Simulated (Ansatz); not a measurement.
# Ru (P6_3/mmc, 2 atoms in the cell): modes against uniaxial strain along c, part 2 of 2

Aim: how do the optical modes of Ru (P6_3/mmc, 2 atoms in the cell) shift and split under this strain?

Ansatz 0.2.0; DFT LDA, scalar-relativistic, plane waves, PAW; PAW set soft_1.

So far, highest optical mode at the zone centre (no LO-TO term) (cm⁻¹): step 5 (modes at rest) 278.

### 7. Zone-centre modes of the member: uniaxial strain of +4 % along c

The zone-centre modes follow for uniaxial strain of +4 % along c.

input.yaml reads:

```yaml
crystal:
  lattice:
    - [2.6528145183, 0.0, 0.0]
    - [-1.3264072592, 2.2974047644, 0.0]
    - [0.0, 0.0, 4.3929077537]
  atoms:
    - { symbol: Ru, position: [0.3333333375, 0.6666666625, 0.25] }
    - { symbol: Ru, position: [0.6666666625, 0.3333333375, 0.75] }
kpoints:
  mp_grid: { grid: [18, 18, 12] }
hamiltonian:
  xc: lda
  pseudopotentials: { kind: paw, azcp: { folder: soft_1 }, xc_functional: pbe }
scf:
  occupations: { method: methfessel_paxton, width: 0.2 }
output:
  eigenvalues: true
phonons:
  method: dfpt
```

On the command line:

```bash
> ansatz run input.yaml --threads 4 --pin off --max-ram 10240MiB --backend cpu --events-out ev --progress --plain --runs-dir out
```

Numbers of over 12 decimals in the logs are rounded to 6 here.

The log of the run:

```text
[...]
Crystal: 2 atoms, lattice volume = 26.773 Å³
Basis set: ecut = 420 eV, 549 PW (Γ), exchange–correlation on 36×36×60 points (8 copies of the dense FFT grid, shifted against one another)
Bands: 20, of which v1, the nominal top of the filled ones, is band 16 counted from 1 (15 counted from 0)
Symmetry: 24 space group operations
k-points: 637 of 3888 (irreducible under 4 space group operations, time reversal used)
[...]
SCF iter   1: F=—  HF=-11518.103779 eV  |F-HF|=—  |Δ(HF+E_count)|=         —  Δρ=1.31e-1  dr2=4.36e0  ethr=3.10e-3  ⟨swp⟩=5.0  Hψ=111895  notcnv=0  defer=68
[...]
SCF iter   8: F=-11516.587949 eV  HF=-11516.587949 eV  |F-HF|=1.82e-12  |Δ(HF+E_count)|=  1.27e-10  S|Δr|=    0.00e0  Δρ=1.27e-7  dr2=2.51e-12  ethr=1.00e-12  ⟨swp⟩=10.4  Hψ=78652  notcnv=0
SCF 1 converged in 8 iterations: F = -11516.587949 eV  dr2 = 2.51e-12
[...]
SCF converged after 8 iterations
[...]
Free energy (F): -11516.587949 eV
[...]
Internal energy: -11516.588739 eV  (E = F + TS)
E sigma→0 (E₀):  -11516.588147 eV
Entropy (-TS):   0.000790 eV (0.395 meV/atom)
Fermi energy:    23.417612 eV
[...]
--- Band table (eV; the first three rows and the last of 637) ---
  k-point 0: bands = [... 12 lower, 20.7904, 21.3858, 21.3858, 22.3502, 22.3502, 24.1972, 24.6546, 24.6546, ... 4 higher]
  k-point 1: bands = [... 12 lower, 20.7630, 21.3510, 21.3510, 22.4316, 22.4316, 23.9480, 24.6504, 24.6504, ... 4 higher]
  k-point 2: bands = [... 12 lower, 20.7029, 21.2552, 21.2552, 22.6500, 22.6500, 23.3042, 24.6283, 24.6283, ... 4 higher]
  k-point 636: bands = [... 12 lower, 20.7333, 20.7333, 22.0780, 22.0780, 25.1312, 25.1312, 28.6720, 28.6720, ... 4 higher]
[...]
ASR residual: 7.507e-5 → 0.000e0 eV/Å²; symmetrization residual: 7.303e-10 eV/Å²
  ASR residual per site (eV/Å²): 7.51e-5 7.51e-5
  Γ frequencies (cm⁻¹): 0.00 0.00 0.00 191.38 191.38 219.64
[...]
```

It took 20 s on 4 threads of Arm Neoverse V2, shared host; peak memory 1.2 GiB; 75 s of CPU time.

This step gave:

```yaml
sum_rule_residual_before_enforcement: 7.51e-5 eV/Å²
highest_optical_mode_at_the_zone_centre_no_lo_to_term: 219.6 cm⁻¹
lowest_optical_zone_centre_mode: 191.4 cm⁻¹
```

Patterns of degenerate modes are one choice out of their space. Modes at Γ:

```tsv
mode	frequency (cm⁻¹)	symmetry
1	0.0	acoustic
2	0.0	acoustic
3	0.0	acoustic
4	191.4	E2g
5	191.4	E2g
6	219.6	B1g
```

Displacements in mode 5 (191.4 cm⁻¹), the largest set to 1:
```
Ru1  1.00  0.00  0.00
Ru2 -1.00  0.00  0.00
```

Displacements in mode 6 (219.6 cm⁻¹), the largest set to 1:
```
Ru1  0.00  0.00  1.00
Ru2  0.00  0.00 -1.00
```

The lowest optical mode is real, 191 cm⁻¹, and the highest lies at 219.6 cm⁻¹.

For the highest optical mode at the zone centre (no LO-TO term), step 5 gave 278 cm⁻¹; this run, with strain 4 %, gives 220 cm⁻¹ (-21 %).

### 8. Relaxation of a member: uniaxial strain of -4 % along c

The cell takes a uniaxial strain of -4 % along c. The strained length and the angles are held, while the rest of the cell and the atoms relax.

input.yaml, the sections that differ from step 7:

```yaml
crystal:
  lattice:
    - [2.6966330702, 0.0, 0.0]
    - [-1.3483165351, 2.3353527435, 0.0]
    - [0.0, 0.0, 4.0549917728]
  atoms:
    - { symbol: Ru, position: [0.3333333295, 0.6666666705, 0.25] }
    - { symbol: Ru, position: [0.6666666705, 0.3333333295, 0.75] }
output:
  forces: true
  stress: true
  eigenvalues: true
relax:
  adjacent_minimum: "off"
  f_tol: 0.001
  max_steps: 60
  cell: { stress_tol: 0.01, fix: [c, angles] }
# kpoints, hamiltonian, scf: as in step 7
# phonons: removed
```

The log of the run:

```text
[...]
Crystal: 2 atoms, lattice volume = 25.537 Å³
Basis set: ecut = 420 eV, 499 PW (Γ)
Bands: 20, of which v1, the nominal top of the filled ones, is band 16 counted from 1 (15 counted from 0)
Symmetry: 8 space group operations
k-points: 637 of 3888
[...]
k-point 636: bands = [... 12 lower, 23.2590, 23.2590, 25.0839, 25.0839, 26.2339, 26.2339, 28.1731, 28.1731]
--- Relaxed structure (5 steps of the walk, 5 accepted, 2 SCFs on fresh bases) ---
[...]
cell:  # Å, volume = 25.6983 Å³
    - [2.705156, 0, 0.0]
    - [-1.352578, 2.342734, 0.0]
    - [0.0, 0.0, 4.0549917728]
  atoms:
    - { symbol: Ru, position: [0.333333, 0.666667, 0.250000] }
    - { symbol: Ru, position: [0.666667, 0.333333, 0.75] }
[key lines of the parts left out:]
SCF converged after 5 iterations
Free energy (F): -11516.576255 eV
Fermi energy:    24.655998 eV
P = ⅓ Tr σ = 9.0394 GPa (90.394 kbar)
```

Elapsed: 21 s, on 4 threads; peak memory 0.56 GiB.

The steps of the relaxation:

```tsv
step	energy less that of the first step (eV)	largest force component (eV/Å)	pressure (GPa)	volume (Å³)
1	0.0000	0.0000	11.45	25.54
2	0.0004	0.0000	6.90	25.84
3	-0.0010	0.0000	9.01	25.70
4	-0.0010	0.0000	9.04	25.70
5*	-0.0014	0.0000	9.06	25.70
6	-0.0014	0.0000	9.04	25.70
7*	-0.0014	0.0000	9.04	25.70
```

Relaxation steps marked * repeat the geometry before them on a plane-wave basis chosen anew for their cell, so energy and pressure can jump there.

```tsv
conventional cell, symmetrised	before	after	change
a (Å)	2.697	2.705	+0.3 %
b (Å)	2.697	2.705	+0.3 %
c (Å)	4.055	4.055	+0.0 %
volume (Å³/atom)	12.77	12.85	+0.6 %
```

The relaxed structure:

```cif
data_structure
_symmetry_space_group_name_H-M 'P 1'
_symmetry_Int_Tables_number 1
_cell_length_a 2.7052
_cell_length_b 2.7052
_cell_length_c 4.0550
_cell_angle_alpha 90.000
_cell_angle_beta 90.000
_cell_angle_gamma 120.000
_cell_volume 25.70
loop_
_atom_site_label
_atom_site_type_symbol
_atom_site_fract_x
_atom_site_fract_y
_atom_site_fract_z
_atom_site_occupancy
Ru1 Ru 0.33333 0.66667 0.25000 1
Ru2 Ru 0.66667 0.33333 0.75000 1
```

This step gave:

| Property | Result |
| --- | --- |
| pressure | 9.039 GPa |
| volume per atom | 12.85 Å³ |

The largest force component left is 2.7e-4 meV/Å.

### 9. Zone-centre modes of the member: uniaxial strain of -4 % along c

The zone-centre modes follow for uniaxial strain of -4 % along c.

input.yaml, the sections that differ from step 8:

```yaml
crystal:
  lattice:
    - [2.705155955, 0.0, 0.0]
    - [-1.3525779775, 2.3427337782, 0.0]
    - [0.0, 0.0, 4.0549917728]
  atoms:
    - { symbol: Ru, position: [0.3333333303, 0.6666666697, 0.25] }
    - { symbol: Ru, position: [0.6666666697, 0.3333333303, 0.75] }
output:
  eigenvalues: true
phonons:
  method: dfpt
# kpoints, hamiltonian, scf: as in step 8
# relax: removed
```

The log of the run:

```text
[...]
Crystal: 2 atoms, lattice volume = 25.698 Å³
Basis set: ecut = 420 eV, 499 PW (Γ), exchange–correlation on 40×40×60 points (8 copies of the dense FFT grid, shifted against one another)
Bands: 20, of which v1, the nominal top of the filled ones, is band 16 counted from 1 (15 counted from 0)
Symmetry: 24 space group operations
k-points: 637 of 3888 (irreducible under 4 space group operations, time reversal used)
[...]
k-point 2: bands = [... 12 lower, 22.3370, 22.3457, 22.3457, 23.2744, 23.2744, 25.5794, 26.0029, 26.0029, ... 4 higher]
  k-point 636: bands = [... 12 lower, 21.8019, 21.8019, 23.1099, 23.1099, 26.3488, 26.3488, 29.9223, 29.9223, ... 4 higher]
[...]
ASR residual: 9.502e-6 → 0.000e0 eV/Å²; symmetrization residual: 9.095e-13 eV/Å²
  ASR residual per site (eV/Å²): 9.50e-6 9.50e-6
  Γ frequencies (cm⁻¹): 0.00 0.00 0.00 230.40 230.40 326.85
[...]
[key lines of the parts left out:]
SCF converged after 9 iterations
Free energy (F): -11516.576255 eV
Fermi energy:    24.655998 eV
```

It took 20 s on 4 threads; peak memory 1.2 GiB.

This step gave:

```
sum-rule residual before enforcement                    : 9.50e-6 eV/Å²
highest optical mode at the zone centre (no LO-TO term) : 326.9 cm⁻¹
lowest optical zone-centre mode                         : 230.4 cm⁻¹
```

Patterns of degenerate modes are one choice out of their space. Modes at Γ:

```tsv
mode	frequency (cm⁻¹)	symmetry
1	0.0	acoustic
2	0.0	acoustic
3	0.0	acoustic
4	230.4	E2g
5	230.4	E2g
6	326.9	B1g
```

Displacements in mode 5 (230.4 cm⁻¹), the largest set to 1:
```
Ru1  1.00  0.00  0.00
Ru2 -1.00  0.00  0.00
```

Displacements in mode 6 (326.9 cm⁻¹), the largest set to 1:
```
Ru1  0.00  0.00  1.00
Ru2  0.00  0.00 -1.00
```

The lowest optical mode is real, 230 cm⁻¹, and the highest lies at 326.9 cm⁻¹.

For the highest optical mode at the zone centre (no LO-TO term), step 5 gave 278 cm⁻¹; this run, with strain -4 %, gives 327 cm⁻¹ (+18 %).

### 10. All members side by side

The members are set side by side, also those not shown above.

Stress is positive in compression; energies are extrapolated to zero smearing, and E0 is that at rest; the edges not held and the atoms are relaxed in each cell; all runs use 18×18×12 k points and Methfessel-Paxton smearing of 0.2 eV. State of the crystal along the series:

```tsv
strain (%)	stress along the axis (GPa)	free strain along a (%)	free strain along b (%)	E - E0 (meV/atom)
-4	27.12	1.131	1.131	44.24
-3	20.06	0.8123	0.8123	24.63
-2	13.21	0.517	0.517	10.82
-1	6.495	0.2474	0.2474	2.653
0	-2.45e-4	0	0	0
1	-6.189	-0.2292	-0.2292	2.561
2	-12.04	-0.4439	-0.4439	9.989
3	-17.6	-0.6435	-0.6435	21.97
4	-22.91	-0.8258	-0.8258	38.25
```

Optical modes are counted from below at rest and tracked from member to member by their patterns, and modes that stay within 0.3 cm⁻¹ of each other stand once; labels, where given, are those at rest; the edges not held and the atoms are relaxed in each cell; all runs use 18×18×12 k points and Methfessel-Paxton smearing of 0.2 eV. Optical modes along the series:

```tsv
strain (%)	optical mode 1 E2g (cm⁻¹)	optical mode 2 B1g (cm⁻¹)
-4	230.4	326.9
-3	225.7	315.3
-2	221.1	303.5
-1	216.4	291
0	211.6	277.7
1	206.6	263.9
2	201.5	249.6
3	196.4	234.9
4	191.4	219.6
```

Value and slope at zero strain of a cubic (a lower polynomial where under five rows exist) through the rows within 2 % of rest. Slopes at rest:

```tsv
mode	frequency (cm⁻¹)	shift per percent of strain (cm⁻¹)	shift per GPa of compressive stress (cm⁻¹)
optical mode 1 E2g	211.6	-4.96	0.78
optical mode 2 B1g	277.7	-13.56	2.13
```

### 11. Outcome

```yaml
members: 9
highest_optical_mode_at_the_zone_centre_no_lo_to_term_at_rest: 277.7 cm⁻¹
young_s_modulus_along_c: 635 GPa
optical_mode_1_e2g_shift_per_percent: -4.96 cm⁻¹
optical_mode_2_b1g_shift_per_percent: -13.56 cm⁻¹
```

In words: The stress changes by 6.35 GPa for each percent, a Young’s modulus of 635 GPa along c. For each percent the free edge responds with -0.24 %. The fastest shift in the table of slopes is -13.6 cm⁻¹ for each percent (optical mode 2 B1g), or 2.1 cm⁻¹ for each GPa of compressive stress. For small strain, the measured shift of a line that Raman or infrared light can see, divided by its slope, estimates the stress, if the state of stress is of this kind. These are harmonic frequencies at zero temperature: anharmonic shifts, linewidths and thermal expansion are left out. With no gap, or one that is small against the smearing, the frequencies hang on the k mesh and the smearing, most of all near Kohn anomalies. The PAW files were made for PBE; the program adapts parts of them to the functional of the run, but their partial waves stay those of PBE, an approximation that was not tested in this session. Only the zone centre was solved, so an instability at another wavevector cannot show here.

[Logs are printed without paths, hosts, clocks, repeated set-up lines and the standing remarks that a program may print on its own settings, such as how far it seeks lower states.]

[Hosts, paths, dates, database ids (printed as entryN), source tags and the programs' standing remarks are cut or masked in the printed files.]
